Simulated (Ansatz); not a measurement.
# La3AlC (Pm-3m): following an unstable mode, part 2 of 2

Aim: this structure of La3AlC (Pm-3m) is to be tested for unstable modes, and one is followed downhill.

Ansatz 0.2.0; DFT PBEsol, scalar-relativistic, plane waves, PAW; PAW set soft_1.

So far, highest frequency on the path or at a solved wavevector (cm⁻¹): step 2 (response at finite wavevector) 391. Also lowest frequency on the path (cm⁻¹): step 2 -169.

## Step 6: Relaxing from the distorted cell

Starting from the lowest point found, all atoms and the cell are let go, so that strain and other modes of the same symmetry can join in.

input.yaml

```yaml
crystal:
  lattice:
    - [5.1318379723, 0.0, 0.0]
    - [0.0, 5.1318379723, 0.0]
    - [0.0, 0.0, 5.1318379723]
  atoms:
    - { symbol: La, position: [0.5, 0.5007894359, 0.0] }
    - { symbol: La, position: [0.5, 0.0004873858, 0.5] }
    - { symbol: La, position: [0.0, 0.5007894359, 0.5] }
    - { symbol: Al, position: [0.0, 0.0015067229, 0.0] }
    - { symbol: C, position: [0.5, 0.4727193258, 0.5] }
kpoints:
  mp_grid: { grid: [8, 8, 8] }
hamiltonian:
  xc: pbesol
  pseudopotentials: { kind: paw, azcp: { folder: soft_1 }, xc_functional: pbe }
scf:
  occupations: { method: methfessel_paxton, width: 0.2 }
output:
  forces: true
  stress: true
  eigenvalues: true
relax:
  adjacent_minimum: "off"
  f_tol: 0.002
  max_steps: 120
  cell: { stress_tol: 0.03 }
```

Run with:

```
$ ansatz run input.yaml --threads 4 --pin off --max-ram 10240MiB --backend cpu --events-out ev --progress --plain --runs-dir out
```

Numbers of over 12 decimals in the logs are rounded to 6 here.

Output:

```text
[...]
Crystal: 5 atoms, lattice volume = 135.151 Å³
Basis set: ecut = 420 eV, 2601 PW (Γ), exchange–correlation on 72×72×72 points (8 copies of the dense FFT grid, shifted against one another)
Bands: 25, of which v1, the nominal top of the filled ones, is band 20 counted from 1 (19 counted from 0)
Symmetry: 8 space group operations
[...]
k-points: 75 of 512 (time reversal used)
[...]
SCF iter   1: F=—  HF=-19257.895880 eV  |F-HF|=—  |Δ(HF+E_count)|=         —  Δρ=4.46e-2  dr2=7.76e0  ethr=3.10e-3  ⟨swp⟩=5.0  Hψ=8748  notcnv=0
[...]
SCF iter   9: F=-19256.448642 eV  HF=-19256.448642 eV  |F-HF|=6.72e-9  |Δ(HF+E_count)|=   2.44e-8  S|Δr|=    0.00e0  Δρ=2.23e-6  dr2=1.19e-8  ethr=2.50e-10  ⟨swp⟩=6.5  Hψ=8364  notcnv=0
SCF 1 converged in 9 iterations: F = -19256.448642 eV  dr2 = 1.19e-8
[...]
relax step   1: F+E_penalty+E_count = -19256.44864190 eV  Δ(F+E_penalty+E_count) = +0.000e0 eV  max|allowed force component| = 8.448e-2 eV/Å  Δτ_max = 0.0000 Å  P = +0.021 GPa  Ω = 135.151 Å³  (9 SCF iters, dr2 threshold 1.00e-7 eV, accepted)
Crystal: 5 atoms, lattice volume = 135.067 Å³
Basis set: ecut = 420 eV, 2617 PW (Γ), exchange–correlation on 72×72×72 points (8 copies of the dense FFT grid, shifted against one another)
[...]
SCF iter   6: F=-19256.449089 eV  HF=-19256.449089 eV  |F-HF|=1.49e-8  |Δ(HF+E_count)|=   2.15e-7  S|Δr|=    0.00e0  Δρ=8.09e-6  dr2=1.12e-7  ethr=1.25e-9  ⟨swp⟩=10.2  Hψ=12231  notcnv=0
SCF 2 converged in 6 iterations: F = -19256.449089 eV  dr2 = 1.12e-7
[...]
relax step   2: F+E_penalty+E_count = -19256.44908914 eV  Δ(F+E_penalty+E_count) = -4.472e-4 eV  max|allowed force component| = 4.197e-1 eV/Å  Δτ_max = 0.0400 Å  P = -0.252 GPa  Ω = 135.067 Å³  energy of the carried Pulay correction = +1.544e-5 eV  (6 SCF iters, dr2 threshold 5.00e-7 eV, accepted)
Crystal: 5 atoms, lattice volume = 135.249 Å³
[...]
SCF iter   6: F=-19256.458110 eV  HF=-19256.458110 eV  |F-HF|=1.00e-8  |Δ(HF+E_count)|=   1.36e-7  S|Δr|=    0.00e0  Δρ=5.87e-6  dr2=6.27e-8  ethr=1.25e-9  ⟨swp⟩=9.7  Hψ=11574  notcnv=0
SCF 3 converged in 6 iterations: F = -19256.458110 eV  dr2 = 6.27e-8
relax step   3: F+E_penalty+E_count = -19256.45810974 eV  Δ(F+E_penalty+E_count) = -9.021e-3 eV  max|allowed force component| = 1.339e-1 eV/Å  Δτ_max = 0.0317 Å  P = -0.129 GPa  Ω = 135.249 Å³  energy of the carried Pulay correction = -1.814e-5 eV  (6 SCF iters, dr2 threshold 5.00e-7 eV, accepted)
[...]
relax step   4: F+E_penalty+E_count = -19256.45935179 eV  Δ(F+E_penalty+E_count) = -1.242e-3 eV  max|allowed force component| = 1.339e-1 eV/Å  Δτ_max = 0.0058 Å  P = -0.060 GPa  Ω = 135.106 Å³  energy of the carried Pulay correction = +8.354e-6 eV  (5 SCF iters, dr2 threshold 5.00e-7 eV, accepted)
[...]
relax step   5: F+E_penalty+E_count = -19256.46231918 eV  Δ(F+E_penalty+E_count) = -2.967e-3 eV  max|allowed force component| = 6.092e-2 eV/Å  Δτ_max = 0.0484 Å  P = +0.109 GPa  Ω = 134.707 Å³  energy of the carried Pulay correction = +8.210e-5 eV  (6 SCF iters, dr2 threshold 5.00e-7 eV, accepted)
[...]
relax step   6: F+E_penalty+E_count = -19256.46314655 eV  Δ(F+E_penalty+E_count) = -8.274e-4 eV  max|allowed force component| = 2.207e-3 eV/Å  Δτ_max = 0.0077 Å  P = -0.015 GPa  Ω = 134.921 Å³  energy of the carried Pulay correction = +4.243e-5 eV  (5 SCF iters, dr2 threshold 2.32e-7 eV, accepted)
[...]
relax step   7: F+E_penalty+E_count = -19256.46316470 eV  Δ(F+E_penalty+E_count) = -1.815e-5 eV  max|allowed force component| = 1.436e-3 eV/Å  Δτ_max = 0.0010 Å  P = -0.007 GPa  Ω = 134.909 Å³  energy of the carried Pulay correction = +4.476e-5 eV  (5 SCF iters, dr2 threshold 7.53e-9 eV, accepted)
[...]
SCF iter   6: F=-19256.463300 eV  HF=-19256.463300 eV  |F-HF|=7.28e-12  |Δ(HF+E_count)|=  7.28e-12  S|Δr|=    0.00e0  Δρ=3.55e-8  dr2=4.01e-12  ethr=1.00e-12  ⟨swp⟩=5.9  Hψ=8572  notcnv=0
SCF 8 converged in 6 iterations: F = -19256.463300 eV  dr2 = 4.01e-12
relax step   8: F+E_penalty+E_count = -19256.46329987 eV  Δ(F+E_penalty+E_count) = -1.352e-4 eV  max|allowed force component| = 1.449e-3 eV/Å  Δτ_max = 0.0000 Å  P = -0.006 GPa  Ω = 134.909 Å³  stress off target by 9.47e-3 GPa  SCF on the basis re-selected at this cell (its energy is not comparable with the rows above)  (6 SCF iters)
basis re-selected at this cell: Δ(F+E_penalty+E_count) = -1.352e-4 eV, ΔP = +0.001 GPa vs the last step (what re-selecting the basis moved, of the pressure what is left beyond the Pulay correction that the steps carried, after the strain that the cell walked since its last selection, with what the two solves' SCF thresholds leave and, on support functions, any second-order correction that the steps lacked; it is no m [...]
SCF converged after 6 iterations
[...]
Free energy (F): -19256.463300 eV
[...]
Internal energy: -19256.466661 eV  (E = F + TS)
E sigma→0 (E₀):  -19256.464140 eV
Entropy (-TS):   0.003361 eV (0.672 meV/atom)
Fermi energy:    9.941109 eV
[...]
--- Forces (eV/Å), atoms counted from 1 ---
  atom   1  La    -0.00000000    -0.00009000     0.00000000
  atom   2  La    -0.00000000    -0.00070389    -0.00000000
  atom   3  La     0.00000000    -0.00009000    -0.00000000
  atom   4  Al     0.00000000     0.00144886     0.00000000
  atom   5  C     -0.00000000    -0.00056505    -0.00000000
  max |Σ_I F_I| component: 7.54e-8 eV/Å
--- Stress (GPa, compression-positive) ---
       -0.009473       0.000000       0.000000
       -0.000000       0.001490      -0.000000
        0.000000      -0.000000      -0.009473
  P = ⅓ Tr σ = -0.0058 GPa (-0.058 kbar)
--- Band table (eV; the first three rows and the last of 75) ---
  k-point 0: bands = [... 16 lower, 9.1245, 9.2442, 9.3155, 9.8024, 10.4125, 10.4125, 10.8538, 10.9963, ... 1 higher]
  k-point 1: bands = [... 16 lower, 9.1015, 9.3156, 9.3811, 9.8381, 10.0800, 10.4224, 10.8745, 10.8756, ... 1 higher]
  k-point 2: bands = [... 16 lower, 8.9547, 9.4956, 9.5070, 9.7367, 9.8215, 10.3206, 10.8994, 11.0551, ... 1 higher]
  k-point 74: bands = [... 16 lower, 6.8225, 10.3628, 10.3628, 10.3684, 10.9714, 10.9714, 11.2586, 11.5602, ... 1 higher]
--- Relaxed structure (7 steps of the walk, 7 accepted, 1 SCFs on fresh bases) ---
  F+E_penalty+E_count = -19256.46329987 eV   max|allowed force component| = 1.449e-3 eV/Å   (the final SCF, on the basis selected at the relaxed cell)
  cell:  # Å, volume = 134.9089 Å³
    - [5.070725, 0, 0]
    - [0, 5.246872, 0.0]
    - [0, 0.0, 5.070725]
  atoms:
    - { symbol: La, position: [0.5, 0.505571, 0.0] }
    - { symbol: La, position: [0.5, 0.00227482, 0.5] }
    - { symbol: La, position: [0, 0.505571, 0.5] }
    - { symbol: Al, position: [0, 0.00417081, 0] }
    - { symbol: C, position: [0.5, 0.458704, 0.5] }
```

The job ended after 64 s (4 threads of Arm Neoverse V2, shared host; peak memory 0.57 GiB; 4.2 min of CPU time).

Step by step:

| step | energy less that of the first step (eV) | largest force component (eV/Å) | pressure (GPa) | volume (Å³) |
| --- | --- | --- | --- | --- |
| 1 | 0.0000 | 0.0845 | 0.02 | 135.15 |
| 2 | -0.0004 | 0.4197 | -0.25 | 135.07 |
| 3 | -0.0095 | 0.1339 | -0.13 | 135.25 |
| 4 | -0.0107 | 0.1339 | -0.06 | 135.11 |
| 5 | -0.0137 | 0.0609 | 0.11 | 134.71 |
| 6 | -0.0145 | 0.0022 | -0.02 | 134.92 |
| 7 | -0.0145 | 0.0014 | -0.01 | 134.91 |
| 8* | -0.0147 | 0.0014 | -0.01 | 134.91 |

Relaxation steps marked * repeat the geometry before them on a plane-wave basis chosen anew for their cell, so energy and pressure can jump there.

Forces are held to the 8 operations that the run works with; a distortion that breaks them can't arise in this run.

| conventional cell, symmetrised | before | after | change |
| --- | --- | --- | --- |
| a (Å) | 5.132 | 5.071 | -1.2 % |
| b (Å) | 5.132 | 5.071 | -1.2 % |
| c (Å) | 5.132 | 5.247 | +2.2 % |
| volume (Å³/atom) | 27.03 | 26.98 | -0.2 % |

The atoms that moved most (Å, as changes of fractional coordinates times the final cell):

| atom | dx | dy | dz | length |
| --- | --- | --- | --- | --- |
| C5 | 0.000 | -0.074 | 0.000 | 0.074 |
| La1 | 0.000 | 0.025 | 0.000 | 0.025 |
| La3 | 0.000 | 0.025 | 0.000 | 0.025 |
| Al4 | 0.000 | 0.014 | 0.000 | 0.014 |
| La2 | 0.000 | 0.009 | 0.000 | 0.009 |

The relaxed structure:

```cif
data_structure
_symmetry_space_group_name_H-M 'P 1'
_symmetry_Int_Tables_number 1
_cell_length_a 5.0707
_cell_length_b 5.2469
_cell_length_c 5.0707
_cell_angle_alpha 90.000
_cell_angle_beta 90.000
_cell_angle_gamma 90.000
_cell_volume 134.91
loop_
_atom_site_label
_atom_site_type_symbol
_atom_site_fract_x
_atom_site_fract_y
_atom_site_fract_z
_atom_site_occupancy
La1 La 0.50000 0.50557 0.00000 1
La2 La 0.50000 0.00227 0.50000 1
La3 La 0.00000 0.50557 0.50000 1
Al4 Al 0.00000 0.00417 0.00000 1
C5 C 0.50000 0.45870 0.50000 1
```

This step gave:

- pressure: -0.005819 GPa
- volume per atom: 26.98 Å³

The distorted start has space group P4mm; the relaxation ends in P4mm.

## Step 7: The new phase in its own primitive cell

The relaxed structure is symmetrised, reduced to its primitive cell and relaxed tightly, as its phonons need.

input.yaml, the sections that differ from step 6:

```yaml
crystal:
  lattice:
    - [5.0707246792, 0.0, 0.0]
    - [0.0, 5.0707246792, 0.0]
    - [0.0, 0.0, 5.2468716763]
  atoms:
    - { symbol: La, position: [0.5, 0.0, 0.4944286553] }
    - { symbol: La, position: [0.5, 0.5, 0.9977251829] }
    - { symbol: La, position: [0.0, 0.5, 0.4944286553] }
    - { symbol: Al, position: [0.0, 0.0, 0.9958291934] }
    - { symbol: C, position: [0.5, 0.5, 0.5412960069] }
relax:
  adjacent_minimum: "off"
  f_tol: 0.001
  max_steps: 60
  cell: { stress_tol: 0.01 }
# kpoints, hamiltonian, scf, output: as in step 6
```

Output:

```text
[...]
Crystal: 5 atoms, lattice volume = 134.909 Å³
Basis set: ecut = 420 eV, 2629 PW (Γ), exchange–correlation on 72×72×72 points (8 copies of the dense FFT grid, shifted against one another)
Bands: 25, of which v1, the nominal top of the filled ones, is band 20 counted from 1 (19 counted from 0)
Symmetry: 8 space group operations
[...]
k-points: 75 of 512 (time reversal used)
[...]
cell:  # Å, volume = 134.8955 Å³
    - [5.070398, 0.0, 0]
    - [0.0, 5.070398, 0.0]
    - [0, 0.0, 5.247027]
  atoms:
    - { symbol: La, position: [0.500000, 0.0, 0.494430] }
    - { symbol: La, position: [0.500000, 0.500000, 0.997747] }
    - { symbol: La, position: [0, 0.500000, 0.494430] }
    - { symbol: Al, position: [0, 0.0, 0.995760] }
    - { symbol: C, position: [0.500000, 0.500000, 0.541342] }
[key lines of the parts left out:]
SCF converged after 6 iterations
Free energy (F): -19256.463299 eV
Fermi energy:    9.942374 eV
P = ⅓ Tr σ = -0.0010 GPa (-0.010 kbar)
```

It took 32 s on 4 threads; peak memory 0.56 GiB.

Little changed from the start: no atom moved by 0.005 Å and no cell edge by 0.1 %.

This step gave:

| Quantity | Value |
| --- | --- |
| pressure | -9.91e-4 GPa |

The largest force component left is 0.80 meV/Å and the pressure is -0.001 GPa, within the tolerances set. The cell now holds 26.98 Å³/atom.

## Step 8: Modes of the new phase

A relaxed structure may still be a saddle point, so its zone-centre modes are computed. No field response is asked, since the mesh shows no gap.

input.yaml, the sections that differ from step 7:

```yaml
crystal:
  lattice:
    - [5.0703982499, 0.0, 0.0]
    - [0.0, 5.0703982499, 0.0]
    - [0.0, 0.0, 5.247026627]
  atoms:
    - { symbol: La, position: [0.5, 0.0, 0.4944295895] }
    - { symbol: La, position: [0.5, 0.5, 0.9977468213] }
    - { symbol: La, position: [0.0, 0.5, 0.4944295895] }
    - { symbol: Al, position: [0.0, 0.0, 0.9957601843] }
    - { symbol: C, position: [0.5, 0.5, 0.5413415093] }
output:
  eigenvalues: true
phonons:
  method: dfpt
# kpoints, hamiltonian, scf: as in step 7
# relax: removed
```

Output:

```text
zone centre: on kpoints.mp_grid the ground state, and the responses unless they are solved on pairs of k-points, stand on 125 of the mesh's 512 k-points, reduced under 4 symmetry operations, with k and −k counted as one. Each operation leaves every solved displacement unchanged or reverses it
[...]
Crystal: 5 atoms, lattice volume = 134.895 Å³
Basis set: ecut = 420 eV, 2629 PW (Γ), exchange–correlation on 72×72×72 points (8 copies of the dense FFT grid, shifted against one another)
Bands: 25, of which v1, the nominal top of the filled ones, is band 20 counted from 1 (19 counted from 0)
Symmetry: 8 space group operations
k-points: 125 of 512 (irreducible under 4 space group operations, time reversal used)
[...]
SCF iter   1: F=—  HF=-19257.848810 eV  |F-HF|=—  |Δ(HF+E_count)|=         —  Δρ=4.45e-2  dr2=7.41e0  ethr=3.10e-3  ⟨swp⟩=5.0  Hψ=14605  notcnv=0
[...]
SCF iter  12: F=-19256.463299 eV  HF=-19256.463299 eV  |F-HF|=0.00e0  |Δ(HF+E_count)|=    0.00e0  S|Δr|=    0.00e0  Δρ=2.48e-8  dr2=1.04e-12  ethr=1.00e-12  ⟨swp⟩=18.3  Hψ=24099  notcnv=0
SCF 1 converged in 12 iterations: F = -19256.463299 eV  dr2 = 1.04e-12
[...]
DFPT response loops at Γ: preconditioner auto → Kerker (q_TF=auto, 2.228 Å⁻¹) (partly filled bands, converged f_vac=0.000); β = 1.00, the filter's whole step (`scf.mixing.beta` (0.50) is not read by the response loops under this deck's `scf.mixing.preconditioner`; to damp them name `kerker` or `kerker_dos`, under which they read `scf.mixing.beta`, and type it under 1.00, their step now; both keys bind the ground state too); Broyden in place of MSR1
SCF converged after 12 iterations
[...]
Free energy (F): -19256.463299 eV
[...]
Internal energy: -19256.466668 eV  (E = F + TS)
E sigma→0 (E₀):  -19256.464141 eV
Entropy (-TS):   0.003369 eV (0.674 meV/atom)
Fermi energy:    9.942374 eV
[...]
--- Band table (eV; the first three rows and the last of 125) ---
  k-point 0: bands = [... 16 lower, 9.1254, 9.2454, 9.3166, 9.8031, 10.4144, 10.4144, 10.8548, 10.9977, ... 6 higher]
  k-point 1: bands = [... 16 lower, 8.9993, 9.3553, 9.3848, 9.4418, 10.3705, 10.3705, 10.7762, 11.0008, ... 6 higher]
  k-point 2: bands = [... 16 lower, 9.0692, 9.0692, 9.4590, 9.7754, 10.1886, 10.1886, 10.8226, 11.1565, ... 6 higher]
  k-point 124: bands = [... 16 lower, 6.8236, 10.3642, 10.3642, 10.3698, 10.9722, 10.9722, 11.2604, 11.5613, ... 6 higher]
--- Phonons (Γ-DFPT): 9 representative perturbations + reference, on 125 of 512 k-points (Σ response iterations 29) ---
  k mesh reduced under 4 symmetry operations, with k and −k counted as one. Each operation leaves every solved displacement unchanged or reverses it
  ASR residual: 2.667e-5 → 0.000e0 eV/Å²; symmetrization residual: 2.167e-6 eV/Å²
  ASR residual per site (eV/Å²): 1.15e-5 2.08e-5 1.15e-5 5.18e-6 2.67e-5
[...]
non-analytic LO–TO correction: not included (Born effective charges unavailable; polar crystals: no LO–TO splitting at Γ)
```

Elapsed: 2.4 min, on 4 threads; peak memory 2.2 GiB; 9.3 min of CPU time.

Numbers from this step:

```
sum-rule residual before enforcement                    : 2.67e-5 eV/Å²
point group                                             : 4mm
highest optical mode at the zone centre (no LO-TO term) : 363.6 cm⁻¹
lowest optical zone-centre mode                         : -40.18 cm⁻¹
```

Patterns of degenerate modes are one choice out of their space. Modes at Γ, with each element's share of the kinetic energy (negative means imaginary):

| mode | frequency (cm⁻¹) | symmetry | La % | Al % | C % |
| --- | --- | --- | --- | --- | --- |
| 1 | -40.2 | E | 97 | 0 | 3 |
| 2 | -40.2 | E | 97 | 0 | 3 |
| 3 | 0.0 | acoustic | 91 | 6 | 3 |
| 4 | 0.0 | acoustic | 91 | 6 | 3 |
| 5 | 0.0 | acoustic | 91 | 6 | 3 |
| 6 | 43.8 | B1 | 100 | 0 | 0 |
| 7 | 114.2 | E | 73 | 1 | 27 |
| 8 | 114.2 | E | 73 | 1 | 27 |
| 9 | 125.6 | A1 | 40 | 60 | 0 |
| 10 | 131.6 | E | 5 | 93 | 2 |
| 11 | 131.6 | E | 5 | 93 | 2 |
| 12 | 137.4 | A1 | 64 | 34 | 2 |
| 13 | 174.6 | E | 34 | 1 | 65 |
| 14 | 174.6 | E | 34 | 1 | 65 |
| 15 | 363.6 | A1 | 5 | 0 | 95 |

Displacements in mode 1 (-40.2 cm⁻¹), the largest set to 1:
```
La1 -0.04  0.00  0.00
La2  0.03 -0.92  0.00
La3  0.00  1.00  0.00
Al4  0.00 -0.07  0.00
C5   0.03 -0.83  0.00
```

Displacements in mode 10 (131.6 cm⁻¹), the largest set to 1:
```
La1  0.00 -0.07  0.00
La2  0.00 -0.05  0.00
La3  0.00 -0.05  0.00
Al4  0.02  1.00  0.00
C5  -0.01 -0.24  0.00
```

Before it was imposed, the acoustic sum rule was missed by 2.7e-5 eV/Å². Small misses are needed for a sound result but don't prove that mesh and cutoff are converged. The lowest optical mode is imaginary, 40.2i cm⁻¹, so the energy falls along it.

## Step 9: Summary of results

```json
{"unstable mode of the parent": "q = (0, 0, 0), 169i cm⁻¹", "depth at the lowest point sampled": "1.11 meV/atom", "largest atomic shift at that point": "0.14 Å", "space group reached (within 0.01 Å)": "P4mm", "energy gained over the parent (first relaxation, on the mesh of the frozen mode)": "4.38 meV/atom", "volume per atom, phase reached": "27.0 Å³", "lowest optical zone-centre mode, phase reached": "-40.2 cm⁻¹", "highest optical mode at the zone centre (no LO-TO term), phase reached": "364 cm⁻¹"}
```

What this shows: Along this mode the structure falls into P4mm, 4.38 meV/atom below the parent. At the parent's cell the well is 1.115 meV/atom deep on the steps tried, with its lowest point at a shift of 0.14 Å. Relaxing atoms and cell changes the gain by +3.27 meV/atom against the lowest step (energies at zero smearing). Most of the total comes from this relaxation. The new phase still has an imaginary mode at the zone centre of its cell, so it is a saddle point on the way to a lower structure. Of the 5 patterns followed to their end from this parent, this one ends 3.11 meV/atom above the lowest, Amm2. Each path keeps the symmetry of its pattern, so a lower phase may lie along a pattern not tried. With no gap, or one that is small against the smearing, the frequencies hang on the k mesh and the smearing, most of all near Kohn anomalies. Spin-orbit coupling is left out, which can matter for the heavy elements here. The PAW files were made for PBE and serve the other functionals too. A phonon run warned that its eigensolver left some bands unconverged in a pass.

[Logs are printed without paths, hosts, clocks, repeated set-up lines and the standing remarks that a program may print on its own settings, such as how far it seeks lower states.]

[Hosts, paths, dates, database ids (printed as entryN), source tags and the programs' standing remarks are cut or masked in the printed files.]
